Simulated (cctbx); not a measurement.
# What resolution and counting buy: Yb2ZrS5

Space group Pnma (no. 62), a = 11.7590 Å, b = 7.7600 Å, c = 7.3010 Å, α = 90.00°, β = 90.00°, γ = 90.00°.

```
atom  mult.       x       y       z  Ueq (Å²)
 Yb1      8  0.1742  0.4978  0.9769    0.0044
 Zr1      4  0.9910     1/4  0.5810    0.0065
  S1      4  0.2067     1/4  0.6810    0.0074
  S2      4  0.9976     1/4  0.9454    0.0077
  S3      4  0.8187     1/4  0.3364    0.0053
  S4      8  0.9075  0.9561  0.6588    0.0058
```

The model is made up (kin elements in a known structure type, no relaxation), so it says nothing on whether the phase exists.

Five simulated data sets (cctbx; Mo Kα, λ = 0.71073 Å; 3 % proportional error) differ in resolution or exposure (noise floor 4 counts in the first three, 8 in the last two). Each is refined with the right model, isotropic at 1.1 Å and anisotropic otherwise. How do the figures of merit and the uncertainties move?

```csv
d min (Å),top counts,"⟨I/σ⟩ (unmerged, absences included)",unique,param. (scale apart),Rint,R1,GooF,largest s.u. xyz (fractional),s.u. U of S1 (Å²),largest error (Å)
1.1,5000,7.9,287,20,0.043,0.0179,1.00,0.00069,0.0013,0.0083
0.84,5000,6.9,635,42,0.049,0.0190,0.92,0.00040,0.0014,0.0039
0.6,5000,7.2,1703,42,0.047,0.0206,0.94,0.00017,0.0005,0.0021
0.75,300,0.9,882,42,0.476,0.0997,0.94,0.00457,0.0122,0.0439
0.75,3000,4.4,882,42,0.093,0.0349,0.94,0.00063,0.0020,0.0059
```

The number of reflections grows roughly as 1/d³: 287, 635 and 1703 here. R1 follows the noise rather than the truth: at 300 counts it is 0.0997, at 3000 counts 0.0349, while GooF is 0.94 and 0.94: the weights 1/σ² carry the noise. The s.u. of U (U11 where anisotropic) for S1 goes 0.0013, 0.0014, 0.0005 Å² with resolution and 0.0122, 0.0020 Å² with exposure.

Hardware for the 0.6 Å refinement: 0.53 s on 1 thread of Arm Neoverse V2 (shared host), peak memory 0.09 GiB.

[Logs are printed without paths, hosts, clocks, repeated set-up lines and the standing remarks that a program may print on its own settings, such as how far it seeks lower states.]
